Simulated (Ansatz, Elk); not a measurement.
# How far do independent atoms describe Ba2CaS3?

The structure of Ba2CaS3 used here is made up (a known structure type with other elements) and was relaxed beforehand with PBE. The aim is the Fourier transform of its all-electron density, F(hkl), set beside the sum over free spherical atoms that refinements use.

Main program and level: Elk 11.2.3 (patched build); DFT, PBE, all-electron APW+lo, Dirac cores, scalar-relativistic bands, static density, no spin.

The structure was built from a prototype and need not be the compound's stable phase.

## Step 1: The starting structure

It takes space group P-3m1 (No. 164, trigonal). The conventional cell has a = 4.372 Å, b = 4.372 Å, c = 10.761 Å, α = 90.00°, β = 90.00°, γ = 120.00°. Nearest to Ba lie 6 S at 3.17 Å. Ca has 6 S at 2.96 Å nearest. Nearest to S lie 6 Ba at 3.17 Å. S has 3 Ca at 2.96 Å and 3 Ba at 3.17 Å nearest. Farther neighbours and most contacts between anions are not listed.

## Step 2: Ground state and structure factors

An all-electron density is needed, since X-rays see the cores too. Task 0 finds the density and task 195 Fourier-transforms it; tshift is off so that phases refer to the origin typed.

File elk.in:

```
tasks
  0
  195

xctype
  20

spinpol
  .false.

rgkmax
  7.0

gmaxvr
  14.0

lmaxo
  7

lmaxapw
  8

swidth
  0.002

tshift
  .false.

ramdisk
  .false.

hmaxvr
  5.5

maxscl
  120

epspot
  1e-06

sppath
  './'

avec
  8.26170336554 0.00000000000 0.00000000000
  -4.13085168277 7.15484499309 -0.00000000000
  0.00000000000 -0.00000000000 20.33555624606

atoms
  3
  'Ba.in'
  2
  0.6666666667 0.3333333333 0.3220022388   0.000000 0.000000 0.000000
  0.3333333333 0.6666666667 0.6779977612   0.000000 0.000000 0.000000
  'Ca.in'
  1
  0.0000000000 0.0000000000 -0.0000000000   0.000000 0.000000 0.000000
  'S.in'
  3
  0.0000000000 0.0000000000 0.5000000000   0.000000 0.000000 0.000000
  0.6666666667 0.3333333333 0.8558505832   0.000000 0.000000 0.000000
  0.3333333333 0.6666666667 0.1441494168   0.000000 0.000000 0.000000

ngridk
  6 6 2
```

The run is started by

```bash
> OMP_NUM_THREADS=4 elk
```

Numbers of over 12 decimals in the logs are rounded to 6 here.

Log:

```text
┌─────────────────────────┐
│ Elk code version 11.2.3 │
└─────────────────────────┘

All units are atomic (Hartree, Bohr, etc.)

┌─────────────────────────────────────────────────┐
│ Ground-state run starting from atomic densities │
└─────────────────────────────────────────────────┘

Lattice vectors :
   8.261703366       0.000000000       0.000000000
  -4.130851683       7.154844993      -0.000000000
   0.000000000      -0.000000000       20.33555625

Reciprocal lattice vectors :
  0.7605193541      0.4390860538       0.000000000
  -0.000000000      0.8781721076       0.000000000
  -0.000000000       0.000000000      0.3089753352

Unit cell volume      :    1202.059274
Brillouin zone volume :   0.2063543944

Muffin-tin inner radius fraction :   0.1000000000E-01

Nuclei treated as point charges

Species : 1 (Ba)
 parameters loaded from : Ba.in
 name : barium
 nuclear charge    :   -56.00000000
 electronic charge :    56.00000000
 atomic mass :    250331.8071
 muffin-tin radius :    2.800000000
 number of radial points in muffin-tin :   1393
 inner part over the whole radius :   0.9950032293E-02
 number on inner part of muffin-tin    :    996
 approximate nuclear radius :   0.9171481901E-04
 number of mesh points to nuclear radius :    504
 atomic positions (lattice), magnetic fields (Cartesian) :
  1 :  -0.33333333  0.33333333  0.32200224    0.00000000  0.00000000  0.00000000
  2 :   0.33333333 -0.33333333 -0.32200224    0.00000000  0.00000000  0.00000000

Species : 2 (Ca)
 parameters loaded from : Ca.in
 name : calcium
 nuclear charge    :   -20.00000000
 electronic charge :    20.00000000
 atomic mass :    73057.72475
 muffin-tin radius :    2.400000000
 number of radial points in muffin-tin :    993
 inner part over the whole radius :   0.9970789793E-02
 number on inner part of muffin-tin    :    698
 approximate nuclear radius :   0.6614485811E-04
 number of mesh points to nuclear radius :    321
 atomic positions (lattice), magnetic fields (Cartesian) :
  1 :   0.00000000  0.00000000  0.00000000    0.00000000  0.00000000  0.00000000

Species : 3 (S)
 parameters loaded from : S.in
 name : sulphur
 nuclear charge    :   -16.00000000
 electronic charge :    16.00000000
 atomic mass :    58450.91931
 muffin-tin radius :    2.200000000
 number of radial points in muffin-tin :    793
 inner part over the whole radius :   0.9890556315E-02
 number on inner part of muffin-tin    :    554
 approximate nuclear radius :   0.6195814986E-04
 number of mesh points to nuclear radius :    251
 atomic positions (lattice), magnetic fields (Cartesian) :
  1 :   0.00000000  0.00000000  0.50000000    0.00000000  0.00000000  0.00000000
  2 :  -0.33333333  0.33333333 -0.14414942    0.00000000  0.00000000  0.00000000
  3 :   0.33333333 -0.33333333  0.14414942    0.00000000  0.00000000  0.00000000

Total number of atoms per unit cell :    6
Total muffin-tin volume :    375.6171952
 ratio of muffin-tin to unit cell volume :   0.3124780977

Spin treatment :
 spin-unpolarised

Number of Bravais lattice symmetries :   24
Number of crystal symmetries         :   12
Crystal has inversion symmetry
Real symmetric eigensolver will be used

k-point grid :      6     6     2
k-point offset :    0.000000000       0.000000000       0.000000000
k-point set is reduced with full crystal symmetry group
Total number of k-points :       14

Muffin-tin radius times maximum |G+k| :    7.000000000
 using average radius
Maximum |G+k| for APW functions       :    2.876712329
Maximum (1/2)|G+k|²                   :    4.137736911
Maximum |G| for potential and density :    14.00000000
Constant for pseudocharge density :   10
 order of it for each species :   17  17  17
 order of it for pair densities of each species (exact exchange by exxq0 0: 18) :   13   9   7
Radial integration step length :    1

G-vector grid sizes :     40    40    96
Number of G-vectors :    55795

Maximum angular momentum used for
 APW functions            :    8
 outer part of muffin-tin :    7
[...]
Madelung                    :     -22069.731486509
 xc potential                :     -682.04731622501
 exchange                    :     -501.50746475581
 correlation                 :     -8.793792
 electron entropic           :    -0.46698227711425E-11
 total energy                :     -18160.582661640

Density of states at Fermi energy :   0.5002249992E-07
 (states/Hartree/unit cell)

Estimated indirect band gap :   0.1083185924
 from k-point 1 to k-point 4
Estimated direct band gap   :   0.1185275353
 at k-point 4

Charges :
 core                        :    112.0000000
 valence                     :    68.00000000
 interstitial                :    10.42734211
 muffin-tins (core leakage)
  species : 1 (Ba)
[...]
species : 2 (Ca)
[...]
species : 3 (S)
[...]
total in muffin-tins        :    169.5726579
 total calculated charge     :    180.0000769
 total charge                :    180.0000000
 error                       :   0.7689513728E-04

RMS change in Kohn-Sham potential (target) :   0.3212683629     (  0.1000000000E-05)
Absolute change in total energy (target)   :    1.895212951     (  0.1000000000E-03)

[... loops 3 to 14 left out ...]

┌──────────────────┐
│ Loop number : 15 │
└──────────────────┘

Energies :
 Fermi                       :     0.180704
 sum of occupied eigenvalues :     -11087.275138725
 electron kinetic            :      19265.066242944
 core electron kinetic       :      18650.599827471
 Coulomb                     :     -36912.225511291
 Coulomb potential           :     -29687.750755733
 nuclear-nuclear             :     -1549.7498279042
 electron-nuclear            :     -41060.969380516
 Hartree                     :      5698.4936971294
 Madelung                    :     -22068.350133424
 xc potential                :     -664.59062593620
 exchange                    :     -501.22385643568
 correlation                 :     -8.800234
 electron entropic           :    -0.12632254395342E-10
 total energy                :     -18157.183359110

Density of states at Fermi energy :   0.1461666640E-06
 (states/Hartree/unit cell)

Estimated indirect band gap :   0.7984617703E-01
 from k-point 1 to k-point 4
Estimated direct band gap   :   0.9157758094E-01
 at k-point 4

Charges :
 core                        :    112.0000000
 valence                     :    68.00000000
 interstitial                :    10.87061790
 muffin-tins (core leakage)
  species : 1 (Ba)
[...]
species : 2 (Ca)
[...]
species : 3 (S)
[...]
total in muffin-tins        :    169.1293821
 total calculated charge     :    180.0000340
 total charge                :    180.0000000
 error                       :   0.3399134988E-04

RMS change in Kohn-Sham potential (target) :   0.1125508130E-06 (  0.1000000000E-05)
Absolute change in total energy (target)   :   0.4536741471E-04 (  0.1000000000E-03)

Convergence targets achieved

┌──────────────────┐
│ Loop number : 16 │
└──────────────────┘

Energies :
 Fermi                       :     0.180704
 sum of occupied eigenvalues :     -11087.275131233
 electron kinetic            :      19265.066245768
 core electron kinetic       :      18650.599830191
 Coulomb                     :     -36912.225510180
 Coulomb potential           :     -29687.750753951
 nuclear-nuclear             :     -1549.7498279042
 electron-nuclear            :     -41060.969379168
 Hartree                     :      5698.4936968924
 Madelung                    :     -22068.350133204
 xc potential                :     -664.59062304969
 exchange                    :     -501.22385635147
 correlation                 :     -8.800234
 electron entropic           :    -0.12632302906747E-10
 total energy                :     -18157.183355094

Density of states at Fermi energy :   0.1461672549E-06
 (states/Hartree/unit cell)

Estimated indirect band gap :   0.7984615243E-01
 from k-point 1 to k-point 4
Estimated direct band gap   :   0.9157756052E-01
 at k-point 4

Charges :
 core                        :    112.0000000
 valence                     :    68.00000000
 interstitial                :    10.87061785
 muffin-tins (core leakage)
  species : 1 (Ba)
[...]
species : 2 (Ca)
[...]
species : 3 (S)
   atom 1                    :    14.54249032     (  0.7024776858E-04)
   atom 2                    :    14.53329929     (  0.7011343368E-04)
   atom 3                    :    14.53329929     (  0.7011343368E-04)
 total in muffin-tins        :    169.1293822
 total calculated charge     :    180.0000340
 total charge                :    180.0000000
 error                       :   0.3399128886E-04

┌──────────────────────────────┐
│ Self-consistent loop stopped │
└──────────────────────────────┘

Wrote STATE.OUT
```

The job ended after 41 s (4 threads of Arm Neoverse V2, shared host; peak memory 0.3 GiB).

SFACRHO.OUT:

```text

h k l indices transformed by vhmat matrix:
   1.000000000       0.000000000       0.000000000    
   0.000000000       1.000000000       0.000000000    
   0.000000000       0.000000000       1.000000000    

      h      k      l  multipl.   |H|            Re(F)            Im(F)           |F|

      0      0      0      1   0.0000000       180.00000      0.89097959E-16   180.00000    
      0      0     -1      2  0.30897534      -24.882224      -0.0000000       24.882224    
      0      0      2      2  0.61795067      -38.600188      -0.0000000       38.600188    
      1      0      0      6  0.87817211      -32.773255      0.20852404E-13   32.773255    
      0      0     -3      2  0.92692601       73.900622     -0.13032753E-13   73.900622    
      0      1     -1      6  0.93094146       73.765513     -0.22155680E-13   73.765513    
      1     -1      1      6  0.93094146      -41.715849      0.52131011E-14   41.715849    
     -1      0      2      6   1.0738013       145.36507      0.38576948E-13   145.36507    
     -1      0     -2      6   1.0738013      -25.099434     -0.23980265E-13   25.099434    
      0      0     -4      2   1.2359013      -15.698200     -0.36491708E-14   15.698200    
     -1      1      3      6   1.2768626      -55.190209      0.41704809E-14   55.190209    
      0      1      3      6   1.2768626      -5.8427940     -0.62557213E-14   5.8427940    
     -1      0     -4      6   1.5161261       123.65872      0.54216251E-13   123.65872    
     -1      1     -4      6   1.5161261      -37.132272      0.52131011E-14   37.132272    
      1      1      0      6   1.5210387       130.16333     -0.59551115E-13   130.16333    
      0      0      5      2   1.5448767      -66.072799      0.93835820E-14   66.072799    
      1      1      1     12   1.5521033      -21.285827      0.83409618E-14   21.285827    
      1     -2      2     12   1.6417740      -33.180937     -0.62557213E-14   33.180937
```

Elk indexes on the primitive cell of elk.in and gives |H| = 4π sin θ/λ in inverse bohr. Below, one row stands for each form hkl of the conventional cell (m members, Friedel mates merged), F is for one primitive cell and the density is static (no thermal factor). Free-atom factors are Waasmaier and Kirfel's, and R is Σm||F|−|F'||/Σm|F|.

| hkl | m | sin θ/λ (Å⁻¹) | abs F, DFT | neutral atoms | diff. |
| --- | --- | --- | --- | --- | --- |
| 001 | 2 | 0.046 | 24.882 | 24.847 | +0.035 |
| 002 | 2 | 0.093 | 38.600 | 38.631 | -0.031 |
| 100 | 6 | 0.132 | 32.773 | 32.741 | +0.032 |
| 003 | 2 | 0.139 | 73.901 | 74.437 | -0.536 |
| 101 | 6 | 0.140 | 73.766 | 74.323 | -0.558 |
| 011 | 6 | 0.140 | 41.716 | 41.602 | +0.114 |
| 012 | 6 | 0.162 | 145.365 | 144.325 | +1.040 |
| 102 | 6 | 0.162 | 25.099 | 25.082 | +0.017 |
| 004 | 2 | 0.186 | 15.698 | 15.721 | -0.023 |
| 103 | 6 | 0.192 | 55.190 | 55.201 | -0.011 |
| 013 | 6 | 0.192 | 5.843 | 5.923 | -0.080 |
| 104 | 6 | 0.228 | 123.659 | 123.680 | -0.021 |
| 014 | 6 | 0.228 | 37.132 | 37.071 | +0.062 |
| 110 | 6 | 0.229 | 130.163 | 130.209 | -0.046 |

## Step 3: The highest occupied states alone

An energy window below the Fermi level keeps the highest occupied states, to see at which angles they scatter; shallow core shells can lie inside it and anion s states outside. No new self-consistency is needed.

Edit elk.in of step 2 so:

```diff
@@ -1,3 +1,2 @@
 tasks
-  0
   195
@@ -40,2 +39,5 @@
 
+wsfac
+  -0.370540 0.480700
+
 sppath
```

The run is started by

```bash
> OMP_NUM_THREADS=4 elk
```

Log:

```text
┌─────────────────────────────────┐
│ Elk code version 11.2.3 started │
└─────────────────────────────────┘

Info(readinput): the functional depends on the density's gradient
 muffin-tin radial points multiplied by    2.00000
 (not where nrmtscf is given)

┌────────────────────┐
│ Current task : 195 │
└────────────────────┘

Info(sfacrho): density structure factors written to SFACRHO.OUT

 Energy window :  -0.3705400000      0.4807000000

┌──────────────────┐
│ Elk code stopped │
└──────────────────┘
```

Elapsed: 21 s, on 4 threads; peak memory 0.21 GiB; 23 s of CPU time.

States within 15 eV below the Fermi level hold 36.00 electrons; any levels below the window count with the cores. Their amplitudes can exceed the total, where window and core parts have opposite phase:

| hkl | sin θ/λ (Å⁻¹) | abs F, window | abs F, all |
| --- | --- | --- | --- |
| 001 | 0.046 | 3.273 | 24.882 |
| 002 | 0.093 | 2.985 | 38.600 |
| 100 | 0.132 | 3.296 | 32.773 |
| 003 | 0.139 | 3.381 | 73.901 |
| 101 | 0.140 | 3.767 | 73.766 |
| 011 | 0.140 | 4.366 | 41.716 |
| 012 | 0.162 | 13.578 | 145.365 |
| 102 | 0.162 | 3.047 | 25.099 |
| 004 | 0.186 | 2.438 | 15.698 |
| 103 | 0.192 | 3.828 | 55.190 |

## Step 4: Another functional

The difference from free atoms is small, so it is set against the change that LDA (Perdew-Wang) makes.

Edit elk.in of step 3 so:

```diff
@@ -1,2 +1,3 @@
 tasks
+  0
   195
@@ -4,3 +5,3 @@
 xctype
-  20
+  3
 
@@ -39,5 +40,2 @@
 
-wsfac
-  -0.370540 0.480700
-
 sppath
```

The run is started by

```bash
> OMP_NUM_THREADS=4 elk
```

Log:

```text
┌─────────────────────────┐
│ Elk code version 11.2.3 │
└─────────────────────────┘

All units are atomic (Hartree, Bohr, etc.)

┌─────────────────────────────────────────────────┐
│ Ground-state run starting from atomic densities │
└─────────────────────────────────────────────────┘

Lattice vectors :
   8.261703366       0.000000000       0.000000000
  -4.130851683       7.154844993      -0.000000000
   0.000000000      -0.000000000       20.33555625

Reciprocal lattice vectors :
  0.7605193541      0.4390860538       0.000000000
[...]
interstitial                :    10.96642248
 muffin-tins (core leakage)
  species : 1 (Ba)
[...]
species : 2 (Ca)
[...]
species : 3 (S)
[...]
atom 2                    :    14.50070456     (  0.6353056713E-04)
   atom 3                    :    14.50070456     (  0.6353056713E-04)
 total in muffin-tins        :    169.0335775
 total calculated charge     :    180.0000504
 total charge                :    180.0000000
 error                       :   0.5037925345E-04

┌──────────────────────────────┐
│ Self-consistent loop stopped │
└──────────────────────────────┘

Wrote STATE.OUT
[key lines of the parts left out:]
total energy                :     -18139.496334957
```

Elapsed: 26 s, on 4 threads; peak memory 0.23 GiB.

Against the first run R = 0.04 %; the largest change is -0.092 at 012.

## Step 5: A coarser k-mesh

About half the k-points along each axis test the sampling.

Edit elk.in of step 4 so:

```diff
@@ -5,3 +5,3 @@
 xctype
-  3
+  20
 
@@ -64,2 +64,2 @@
 ngridk
-  6 6 2
+  3 3 1
```

The run is started by

```bash
> OMP_NUM_THREADS=4 elk
```

Log:

```text
┌─────────────────────────┐
│ Elk code version 11.2.3 │
└─────────────────────────┘

All units are atomic (Hartree, Bohr, etc.)

┌─────────────────────────────────────────────────┐
│ Ground-state run starting from atomic densities │
└─────────────────────────────────────────────────┘

Lattice vectors :
   8.261703366       0.000000000       0.000000000
  -4.130851683       7.154844993      -0.000000000
   0.000000000      -0.000000000       20.33555625

Reciprocal lattice vectors :
  0.7605193541      0.4390860538       0.000000000
[...]
interstitial                :    10.86437361
 muffin-tins (core leakage)
  species : 1 (Ba)
[...]
species : 2 (Ca)
[...]
species : 3 (S)
[...]
atom 2                    :    14.53555959     (  0.7013464588E-04)
   atom 3                    :    14.53555959     (  0.7013464588E-04)
 total in muffin-tins        :    169.1356264
 total calculated charge     :    180.0001162
 total charge                :    180.0000000
 error                       :   0.1161621831E-03

┌──────────────────────────────┐
│ Self-consistent loop stopped │
└──────────────────────────────┘

Wrote STATE.OUT
[key lines of the parts left out:]
total energy                :     -18157.181797656
```

The job ended after 30 s (4 threads; peak memory 0.35 GiB).

Against the first run R = 0.00 %; the largest change is +0.010 at 012.

## Step 6: Settings against the effect

| run | R against the first run (%) | R against neutral atoms, low angle (%) | wall time |
| --- | --- | --- | --- |
| PBE, rgkmax 7 | 0.00 | 0.30 | 41 s |
| LDA (Perdew-Wang) | 0.04 | 0.26 | 26 s |
| k-mesh 3×3×1 | 0.00 | 0.30 | 30 s |

## Step 7: Outcome

```json
{"R against neutral atoms, sin θ/λ < 0.3 Å⁻¹": "0.30 %", "R against neutral atoms, 0.3 to 0.58 Å⁻¹": "0.10 %"}
```

**Reading.** Independent neutral atoms miss the calculated amplitudes by R = 0.30 % below 0.3 Å⁻¹ and 0.10 % from there to 0.58 Å⁻¹; by shells, 0.47 % below 0.15 Å⁻¹ (6 forms), 0.27 % 0.15 to 0.3 (23 forms), 0.10 % 0.3 to 0.45 (45 forms), 0.09 % above 0.45 (75 forms). Bonding, aspherical density and the tables' own atoms all enter these figures, and the runs don't part them. The largest change of an amplitude is +1.04 electrons, at 012. The window's part falls from 36.0 electrons at the origin to at most 0.64 between 0.45 and 0.58 Å⁻¹. The window holds more than the 24 outer electrons of the free atoms, so shallow core shells lie inside it. Below 0.3 Å⁻¹ the changes that finished (LDA (Perdew-Wang) and k-mesh 3×3×1) move F by R = 0.04 % at most, against the 0.30 % that separates it from free atoms. The basis has no finished test. Part of the difference isn't bonding: the tables are fits to free atoms and ions calculated by other methods than this functional. Thermal motion, anomalous dispersion and extinction are left out.

[Logs are printed without paths, hosts, clocks, repeated set-up lines and the standing remarks that a program may print on its own settings, such as how far it seeks lower states.]

[Hosts, paths, dates, database ids (printed as entryN), source tags and the programs' standing remarks are cut or masked in the printed files.]
